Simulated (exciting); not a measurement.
The B K edge of atom 9 in AlBO3, space group R-3c, with 3 O at 1.38 Å (trigonal planar, site symmetry 32), was computed at 4 levels: exchange and screened direct term (singlet BSE), exchange term alone (RPA), independent particles and screened direct term alone. Common settings: exciting, all-electron LAPW+lo, LDA, 3×3×3 shifted k points, 28 conduction bands, |G+q| up to 3 bohr⁻¹, full RPA screening with nempty = 55, Lorentzian half width 0.45 eV.

Energy from the Kohn–Sham onset, core level to the lowest empty state found on the meshes used; all runs on one relative scale:

```
E (eV)  run 1  run 2  run 3  run 4
  -9.0   0.03   0.00   0.02   0.00
  -8.5   0.04   0.00   0.03   0.00
  -8.0   0.06   0.01   0.04   0.00
  -7.5   0.09   0.01   0.06   0.01
  -7.0   0.14   0.01   0.09   0.01
  -6.5   0.29   0.01   0.14   0.01
  -6.0   0.76   0.01   0.29   0.01
  -5.5   1.67   0.01   0.77   0.01
  -5.0   0.75   0.01   1.63   0.01
  -4.5   0.29   0.01   0.72   0.01
  -4.0   0.15   0.01   0.28   0.01
  -3.5   0.10   0.02   0.15   0.01
  -3.0   0.07   0.02   0.09   0.02
  -2.5   0.06   0.02   0.07   0.02
  -2.0   0.06   0.03   0.06   0.03
  -1.5   0.06   0.05   0.06   0.03
  -1.0   0.08   0.07   0.07   0.05
  -0.5   0.12   0.13   0.10   0.08
   0.0   0.17   0.28   0.14   0.16
   0.5   0.25   0.56   0.18   0.33
   1.0   0.41   0.74   0.28   0.54
   1.5   0.75   0.65   0.50   0.69
   2.0   0.94   0.42   0.74   0.63
   2.5   0.82   0.21   0.76   0.32
   3.0   0.73   0.14   0.76   0.17
   3.5   0.62   0.12   0.69   0.14
   4.0   0.53   0.14   0.61   0.14
   4.5   0.43   0.15   0.51   0.15
   5.0   0.38   0.16   0.44   0.16
   5.5   0.35   0.18   0.41   0.17
   6.0   0.34   0.20   0.39   0.18
   6.5   0.33   0.21   0.39   0.19
   7.0   0.29   0.23   0.34   0.20
   7.5   0.24   0.24   0.28   0.21
   8.0   0.23   0.27   0.27   0.23
   8.5   0.26   0.34   0.29   0.29
   9.0   0.25   0.38   0.29   0.33
   9.5   0.19   0.37   0.22   0.32
  10.0   0.16   0.42   0.18   0.36
  10.5   0.15   0.56   0.17   0.48
  11.0   0.15   0.66   0.17   0.58
  11.5   0.13   0.67   0.15   0.63
  12.0   0.11   0.63   0.12   0.61
  12.5   0.09   0.61   0.10   0.59
  13.0   0.09   0.67   0.10   0.65
  13.5   0.11   0.72   0.12   0.78
  14.0   0.12   0.55   0.14   0.69
```

Which run is which, and why?

Run 1: screened direct term alone; highest local maximum in the window at -5.5 eV. Run 2: independent particles; highest local maximum in the window at 1.0 eV. Run 3: exchange and screened direct term (singlet BSE); highest local maximum in the window at -5.0 eV. Run 4: exchange term alone (RPA); highest local maximum in the window at 13.7 eV. The attractive direct term pulls weight down: the curves pass 0.25 at -6.6, 0.0, -6.1 and 0.3 eV in the order of the runs. Exchange is repulsive: the centre of weight of the curve lies at 1.9 eV with it and at 1.4 eV without it. Fine structure above the first lines is partly noise of the 27-point mesh. Exchange alone moves the bare spectrum by 19 % r.m.s., towards higher energy.

[Banner, clock and machine lines of the logs are left out without a mark of their own.]

[Logs are printed without paths, hosts, clocks, repeated set-up lines and the standing remarks that a program may print on its own settings, such as how far it seeks lower states.]

[Hosts, paths, dates, database ids (printed as entryN), source tags and the programs' standing remarks are cut or masked in the printed files.]
